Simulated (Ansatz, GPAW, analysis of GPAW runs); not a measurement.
# Hyperfine coupling of the neutral SiVN centre in diamond (PBE) (GPAW), part 2 of 2

Aim: the hyperfine coupling of the neutral SiVN centre in diamond, to be set beside the measurement. Set-up: PBE, plane waves 650 eV, 64-site cell, PBE lattice, k: the zone centre alone then 2x2x2 shifted, start relaxed with Ansatz. The model is a cell of 64 host atoms with 1 site emptied, Si put on another atom's site and N put on another atom's site. The isotropic coupling follows from the spin density at the nucleus, the nuclear g-factor and the total spin. This set-up takes another basis size than the usual one.

GPAW 26.7.0; PBE, plane waves 650 eV, 64-site cell, PBE lattice, k: the zone centre alone then 2x2x2 shifted, start relaxed with Ansatz.

So far: Starting point; Relaxation, charge 0.

### 3. Hyperfine parameters

The relaxed structure is kept, and the final numbers are taken at the final level and k-points.

This step: GPAW plane-wave PAW DFT, PBE; single point of a defect supercell.

The input, run.py:

```python
import numpy as np
from ase.io import read, write
from ase.parallel import parprint, world
from gpaw import GPAW, PW
from gpaw.hyperfine import hyperfine_parameters
from gpaw.mpi import serial_comm
from ase import units

atoms = read('POSCAR')
magmoms = np.zeros(len(atoms))
magmoms[[3, 6, 9, 8]] = 1 / 4
atoms.set_initial_magnetic_moments(magmoms)
calc = GPAW(mode=PW(650),
            xc='PBE',
            kpts={'size': (2, 2, 2), 'gamma': False},
            occupations={'name': 'fermi-dirac', 'width': 0.01, 'fixmagmom': True},
            nbands=135,
            convergence={'density': 1e-05, 'bands': 132},
            maxiter=150,
            symmetry={'point_group': False},
            txt='gpaw.txt')
atoms.calc = calc
energy = atoms.get_potential_energy()
forces = atoms.get_forces()
parprint(f'Energy: {energy:.6f} eV, largest force {np.linalg.norm(forces, axis=1).max():.4f} eV/A')
calc.write('gs.gpw')
write('final.xyz', atoms)
parprint('Moments:', atoms.get_magnetic_moments().round(3))
for s in range(calc.get_number_of_spins()):
    parprint('Levels (eV), spin', s, calc.get_eigenvalues(kpt=0, spin=s)[-16:].round(3))
mhz = units._e / units._hplanck * 1e-6 / max(abs(atoms.get_magnetic_moment()), 1e-9)
world.barrier()
if world.rank == 0:
    serial = GPAW('gs.gpw', communicator=serial_comm, txt=None)
    A = hyperfine_parameters(serial)  # eV, to be multiplied by the nuclear g-factor
    parprint('Coupling n 14N (MHz):', round(np.mean([np.trace(A[i]) / 3 for i in [3]]) * 0.403761 * mhz, 3))
```

The input, POSCAR:

```
C  N  C  Si C 
 1.0000000000000000
     7.1411340967604433   -0.0000000000000009    0.0000000000000000
     0.0000000000000000    7.1411340967604406    0.0000000000000000
     0.0000000000000000   -0.0000000000000018    7.1411340967604424
 C   N   C   Si  C  
   3   1   2   1  56
Direct
  0.0015496964277733  0.0025653964414856  0.2552412453404101
  0.0045072462670322  0.2537148673376578  0.0052555657814948
[... 1 atom line left out ...]
  0.1206056472725682  0.1216128948473287  0.3906057738455563
  0.1244100023836597  0.3898064092176621  0.1244508544382559
  0.3887910802934664  0.1254274892284029  0.1244502158842198
  0.3216635913673778  0.3226774807443168  0.3114586044545765
[... 1 atom line left out ...]
 -0.0046407810791614  0.2471516255101082  0.5052147433608161
  0.2461353401551960 -0.0036270191329622  0.5052162641276653
[... 2 atom lines left out ...]
  0.1199546582367918  0.3752940868616077  0.6273782734359278
  0.3742765874138241  0.1209693696120185  0.6273813051672618
[... 11 atom lines left out ...]
  0.2341964157708077  0.5001658912441258  0.5012316099236631
[... 5 atom lines left out ...]
  0.5041106792313416 -0.0023858815377418  0.2493791694526333
[... 8 atom lines left out ...]
  0.4991482223554686  0.2352095307609441  0.5012324333222887
[... 21 atom lines left out ...]
  0.8749299082388587  0.8759473852812379  0.8756118125322133
```

On the command line:

```
OMP_NUM_THREADS=1 mpirun -n 4 gpaw python run.py > stdout
```

What it wrote:

```text
__  _  _
 | _ |_)|_||  |
 |__||  | ||/\| - 26.7.0

Input parameters:
  mode=PW(ecut=650.0),
  convergence={'density': 1e-05, 'bands': 132},
  kpts=MonkhorstPack(size=(2, 2, 2), gamma=False),
  maxiter=150,
  nbands=135,
  occupations=Occupations(name='fermi-dirac', width=0.01, fixmagmom=True),
  symmetry=Symmetry(point_group=False),
  xc=XC(name='PBE')

Diagonalizing LCAO Hamiltonian
Converting LCAO to pw mode

                 C        C
            C  C     C C
         C   C C  C   C C
          C C   C C  C   C
       C  CC     C C      C
            CCC C   C CC
        C    C C C     CC
         CNC  Si  C C C
          C     C  C C   C
       C   C  C C   C C
        C     C  C     C
            C       C

Atoms  # Å, Bohr magnetons
|    | symbol |         x |         y |         z |    initial magnetic moments |
|----|--------|-----------|-----------|-----------|-----------------------------|
|  0 |      C |  0.011067 |  0.018320 |  1.822712 | ( 0.0000,  0.0000,  0.0000) |
|  1 |      C |  0.032187 |  1.811812 |  0.037531 | ( 0.0000,  0.0000,  0.0000) |
|  2 |      C |  1.804550 |  0.039457 |  0.037540 | ( 0.0000,  0.0000,  0.0000) |
|  3 |      N |  0.861261 |  0.868454 |  2.789368 | ( 0.0000,  0.0000,  0.2500) |
|  4 |      C |  0.888429 |  2.783660 |  0.888720 | ( 0.0000,  0.0000,  0.0000) |
|  5 |      C |  2.776409 |  0.895695 |  0.888716 | ( 0.0000,  0.0000,  0.0000) |
|  6 |     Si |  2.297043 |  2.304283 |  2.224168 | ( 0.0000,  0.0000,  0.2500) |
|  7 |      C | -0.000951 |  0.006302 |  5.380676 | ( 0.0000,  0.0000,  0.0000) |
|  8 |      C | -0.033140 |  1.764943 |  3.607806 | ( 0.0000,  0.0000,  0.2500) |
|  9 |      C |  1.757685 | -0.025901 |  3.607817 | ( 0.0000,  0.0000,  0.2500) |
| 10 |      C |  1.780817 |  1.788074 |  5.365774 | ( 0.0000,  0.0000,  0.0000) |
| 11 |      C |  0.903261 |  0.910534 |  6.273985 | ( 0.0000,  0.0000,  0.0000) |
[...]
| 58 |      C |  5.344715 |  5.351969 |  5.350989 | ( 0.0000,  0.0000,  0.0000) |
| 59 |      C |  4.454359 |  4.461618 |  6.224173 | ( 0.0000,  0.0000,  0.0000) |
| 60 |      C |  4.448871 |  6.230328 |  4.455213 | ( 0.0000,  0.0000,  0.0000) |
| 61 |      C |  6.223065 |  4.456128 |  4.455204 | ( 0.0000,  0.0000,  0.0000) |
| 62 |      C |  6.247992 |  6.255258 |  6.252861 | ( 0.0000,  0.0000,  0.0000) |

Unit cell  # Å
| periodic |        x |         y |        z |  lengths |    angles |
|----------|----------|-----------|----------|----------|-----------|
|      yes | 7.141134 | -0.000000 | 0.000000 | 7.141134 | 90.000000 |
|      yes | 0.000000 |  7.141134 | 0.000000 | 7.141134 | 90.000000 |
|      yes | 0.000000 | -0.000000 | 7.141134 | 7.141134 | 90.000000 |

Number of symmetries: 1
Symmetry operations  # r_c * U_cc + t_c -> r_c
|   | kind |            matrix            |
|---|------|------------------------------|
| 0 |  E   |  1, 0, 0,  0, 1, 0,  0, 0, 1 |

BZ-sampling:
  Number of BZ points: 8
  Number of IBZ points: 4

  Monkhorst-Pack size: [2, 2, 2]
  Monkhorst-Pack shift: [0, 0, 0]

K-points  # in reciprocal-cell coordinates
|   |                                coordinates |     weight |
|---|--------------------------------------------|------------|
| 0 | (  0.25000000,  -0.25000000,  -0.25000000) | 0.25000000 |
| 1 | (  0.25000000,  -0.25000000,   0.25000000) | 0.25000000 |
| 2 | (  0.25000000,   0.25000000,  -0.25000000) | 0.25000000 |
| 3 | (  0.25000000,   0.25000000,   0.25000000) | 0.25000000 |

Plane wave coefficients: 13679
Cutoff: 650.0 eV

Spin-components: 2 (collinear spins)
Bands:           135
Projectors:      315
Spin-degeneracy: 1
Datatype:        complex128

Density:
  Valence electrons: 253.0
  Components: 2
  Grid points: [42 42 42]
  Charge: 0.0  # |e|

Potential:
  Grid points: [42 42 42]

species:
  C:
    name:    Carbon
    Z:       6.0
    valence: 4
    core:    2
    charge:  0.0  # [|e|]
    compensation charges:
      type: gauss
      rc: 0.20  # [Å]
      lmax: 2
    cutoffs:
      filter: 1.14  # [Å]
      core: 1.14  # [Å]
    projectors
    | kind |    occ | energy [eV] | rcut [Å] |
    |------|--------|-------------|----------|
    |   2s |  2.000 |     -13.751 |    0.635 |
    |   2p |  2.000 |      -5.284 |    0.635 |
    |    s |        |      13.461 |    0.635 |
    |    p |        |      21.927 |    0.635 |
    |    d |        |       0.000 |    0.635 |

    Using partial waves for C as LCAO basis

  N:
    name:    Nitrogen
    Z:       7.0
    valence: 5
    core:    2
    charge:  0.0  # [|e|]
    compensation charges:
      type: gauss
      rc: 0.18  # [Å]
      lmax: 2
    cutoffs:
      filter: 1.11  # [Å]
      core: 0.96  # [Å]
    projectors
    | kind |    occ | energy [eV] | rcut [Å] |
    |------|--------|-------------|----------|
    |   2s |  2.000 |     -18.583 |    0.603 |
    |   2p |  3.000 |      -7.089 |    0.529 |
    |    s |        |       8.629 |    0.603 |
    |    p |        |      20.123 |    0.529 |
    |    d |        |       0.000 |    0.577 |

    Using partial waves for N as LCAO basis

  Si:
    name:    Silicon
    Z:       14.0
    valence: 4
    core:    10
    charge:  0.0  # [|e|]
    compensation charges:
      type: gauss
      rc: 0.33  # [Å]
      lmax: 2
[...]
History deletion threshold: 6.0
  Fourier metric: weight=20.0, sigma=0.015

occupation numbers:
  Fixed magnetic moment: 1.000
  Fermi-Dirac:
    width: 0.0100  # eV

poisson solver:
  ecut: 5200.0  # eV

xc functional:
  name: PBE with 2 nearest neighbor stencil

Initialization done in: 21.890 s

convergence criteria:
- Maximum integral of absolute [dens]ity change: 1e-05 electrons / valence electron
- Maximum [total energy] change in last 3 cyles: 0.0005 eV / valence electron
- Maximum integral of absolute [eigenst]ate change: 4e-08 eV^2 / valence electron
maximum number of iterations: 150

SCF iterations
|iter     | |      energy | eigst |  dens |  magmom |
|---------|-|-------------|-------|-------|---------|
|iter:   1| | -578.766973 | +0.22 |       |  +0.9956|
|iter:   2| | -576.565543 | -1.50 | -0.79 |  +0.9958|
|iter:   3| | -563.157040 | -0.94 | -0.82 |  +0.9987|
|iter:   4| | -563.000802 | -1.49 | -1.46 |  +0.9997|
|iter:   5| | -562.990399 | -1.61 | -2.13 |  +0.9998|
|iter:   6| | -562.982845c| -1.72 | -2.41 |  +0.9999|
|iter:   7| | -562.982266c| -1.85 | -2.83 |  +1.0000|
|iter:   8| | -562.982371c| -1.85 | -3.26 |  +1.0000|
|iter:   9| | -562.982390c| -1.93 | -3.60 |  +1.0000|
|iter:  10| | -562.982411c| -2.11 | -3.86 |  +1.0000|
|iter:  11| | -562.982419c| -2.30 | -4.17 |  +1.0000|
|iter:  12| | -562.982421c| -2.44 | -4.50 |  +1.0000|
|iter:  13| | -562.982421c| -2.57 | -4.88 |  +1.0000|
|iter:  14| | -562.982421c| -2.72 | -5.23c|  +1.0000|
|iter:  15| | -562.982421c| -2.82 | -5.52c|  +1.0000|
|iter:  16| | -562.982421c| -2.94 | -5.89c|  +1.0000|
|iter:  17| | -562.982421c| -3.05 | -6.23c|  +1.0000|
|iter:  18| | -562.982421c| -3.16 | -6.56c|  +1.0000|
|iter:  19| | -562.982421c| -3.27 | -6.78c|  +1.0000|
|iter:  20| | -562.982421c| -3.21 | -7.16c|  +1.0000|
|iter:  21| | -562.982421c| -3.26 | -7.47c|  +1.0000|
|iter:  22| | -562.982421c| -3.38 | -7.73c|  +1.0000|
|iter:  23| | -562.982421c| -3.50 | -8.05c|  +1.0000|
|iter:  24| | -562.982421c| -3.65 | -8.42c|  +1.0000|
|iter:  25| | -562.982421c| -3.77 | -8.75c|  +1.0000|
|iter:  26| | -562.982421c| -3.90 | -9.01c|  +1.0000|
|iter:  27| | -562.982421c| -4.01 | -9.35c|  +1.0000|
|iter:  28| | -562.982421c| -4.11 | -9.63c|  +1.0000|
|iter:  29| | -562.982421c| -4.22 |-10.06c|  +1.0000|
|iter:  30| | -562.982421c| -4.34 |-10.34c|  +1.0000|
|iter:  31| | -562.982421c| -4.46 |-10.62c|  +1.0000|
|iter:  32| | -562.982421c| -4.58 |-10.96c|  +1.0000|
|iter:  33| | -562.982421c| -4.72 |-11.29c|  +1.0000|
|iter:  34| | -562.982421c| -4.85 |-11.45c|  +1.0000|
|iter:  35| | -562.982421c| -5.01 |-11.85c|  +1.0000|
|iter:  36| | -562.982421c| -5.14 |-12.15c|  +1.0000|
|iter:  37| | -562.982421c| -5.25 |-12.42c|  +1.0000|
|iter:  38| | -562.982421c| -5.40 |-12.78c|  +1.0000|
[...]
|iter:  48| | -562.982421c| -6.85 |-15.08c|  +1.0000|
|iter:  49| | -562.982421c| -7.06 |-15.16c|  +1.0000|
|iter:  50| | -562.982421c| -7.15 |-15.23c|  +1.0000|
|iter:  51| | -562.982421c| -7.31 |-15.21c|  +1.0000|
|iter:  52| | -562.982421c| -7.37 |-15.29c|  +1.0000|
|iter:  53| | -562.982421c| -7.51c|-15.28c|  +1.0000|

Converged in 53 steps
SCF loop duration: 462.499 s (8.726 s/step)
Energy contributions relative to reference atoms: (reference = -72053.380799)

Energy contributions:
  Kinetic:         527.987212
  Coulomb:        -491.267755
  Zero:              1.170986
  External:          0.000000
  Xc:             -600.872865
  Entropy:          -0.000000
  Spinorbit:         0.000000
  ----------------------------
  Free energy:    -562.982421
  Extrapolated:   -562.982421

dipole moment: (54.485012, -0.256803, -0.210018)  # |e|*Ang

Total magnetic moment: (0.000000, 0.000000, 1.000000)

Local magnetic moments
|        x |        y |        z |
|----------|----------|----------|
| 0.000000 | 0.000000 | 0.000654 |  # C    0
| 0.000000 | 0.000000 | 0.000041 |  # C    1
| 0.000000 | 0.000000 | 0.000040 |  # C    2
| 0.000000 | 0.000000 | 0.004849 |  # N    3
| 0.000000 | 0.000000 | 0.068511 |  # C    4
| 0.000000 | 0.000000 | 0.068512 |  # C    5
| 0.000000 | 0.000000 | 0.027048 |  # Si   6
| 0.000000 | 0.000000 | 0.001547 |  # C    7
| 0.000000 | 0.000000 | 0.001742 |  # C    8
| 0.000000 | 0.000000 | 0.001742 |  # C    9
[...]
Fermi levels: 14.433, 12.238
Eigenvalues  # (at kpt = [0.250, -0.250, -0.250])
| band index |      eig [eV] | occ [0-1] |      eig [eV] | occ [0-1] |
|------------|---------------|-----------|---------------|-----------|
|          0 |        -9.325 |     1.000 |        -9.310 |     1.000 |
|        ... |               |           |               |           |
|        119 |         9.927 |     1.000 |         9.949 |     1.000 |
|        120 |        10.015 |     1.000 |        10.039 |     1.000 |
|        121 |        10.398 |     1.000 |        10.506 |     1.000 |
|        122 |        10.577 |     1.000 |        10.715 |     1.000 |
|        123 |        10.723 |     1.000 |        10.801 |     1.000 |
|        124 |        11.044 |     1.000 |        11.074 |     1.000 |
|        125 |        11.657 |     1.000 |        11.839 |     1.000 |
|        126 |        12.219 |     1.000 |        12.488 |     0.000 |
|        127 |        16.461 |     0.000 |        16.482 |     0.000 |
|        128 |        16.828 |     0.000 |        16.854 |     0.000 |
|        129 |        16.939 |     0.000 |        16.956 |     0.000 |
|        130 |        17.065 |     0.000 |        17.095 |     0.000 |
|        131 |        17.141 |     0.000 |        17.160 |     0.000 |
|        132 |        17.173 |     0.000 |        17.191 |     0.000 |
|        133 |        17.417 |     0.000 |        17.456 |     0.000 |
|        134 |        17.717 |     0.000 |        17.739 |     0.000 |

Gap: 3.456 eV
Transition (v -> c):
  (s=1, k=2, n=126, [0.25, 0.25, -0.25]) -> (s=0, k=3, n=127, [0.25, 0.25, 0.25])
Direct/indirect transitions are different
Direct gap: 3.576 eV
Transition at: (s=1->0, k=2, n=126, [0.25, 0.25, -0.25])

Forces  # eV/Ang
|        x |        y |        z |
|----------|----------|----------|
[...]
|  0.02623 |  0.02625 | -0.07776 |  # C   58
| -0.03378 | -0.03383 |  0.11531 |  # C   59
| -0.01356 | -0.02463 |  0.08465 |  # C   60
| -0.02446 | -0.01372 |  0.08475 |  # C   61
| -0.03929 | -0.03957 |  0.08712 |  # C   62

# Writing to gs.gpw (mode='')
```

It took 8.2 min on 4 MPI ranks of Intel Xeon 6975P-C (Granite Rapids), shared host; peak memory 2.7 GiB.

Numbers from this step:

```
total moment : 1.000 μB
```

### 4. What came out

| Property | Result |
| --- | --- |
| isotropic 14N coupling | -0.4 MHz |

Isotropic 14N coupling: computed -0.4 MHz, measured -3.556 MHz; 3.2 MHz (90 %) smaller in size than the measurement. Only the isotropic (Fermi contact) part is computed, with core polarisation; no vibrational averaging. Limits: the periodic copies of the defect are only 7.1 Å apart.

[Logs are printed without paths, hosts, clocks, repeated set-up lines and the standing remarks that a program may print on its own settings, such as how far it seeks lower states.]

[Hosts, paths, dates, database ids (printed as entryN), source tags and the programs' standing remarks are cut or masked in the printed files.]

[For some hosts the program warned that the k-mesh of the response run may be too coarse for force constants and the static dielectric constant; such warnings are not shown here.]
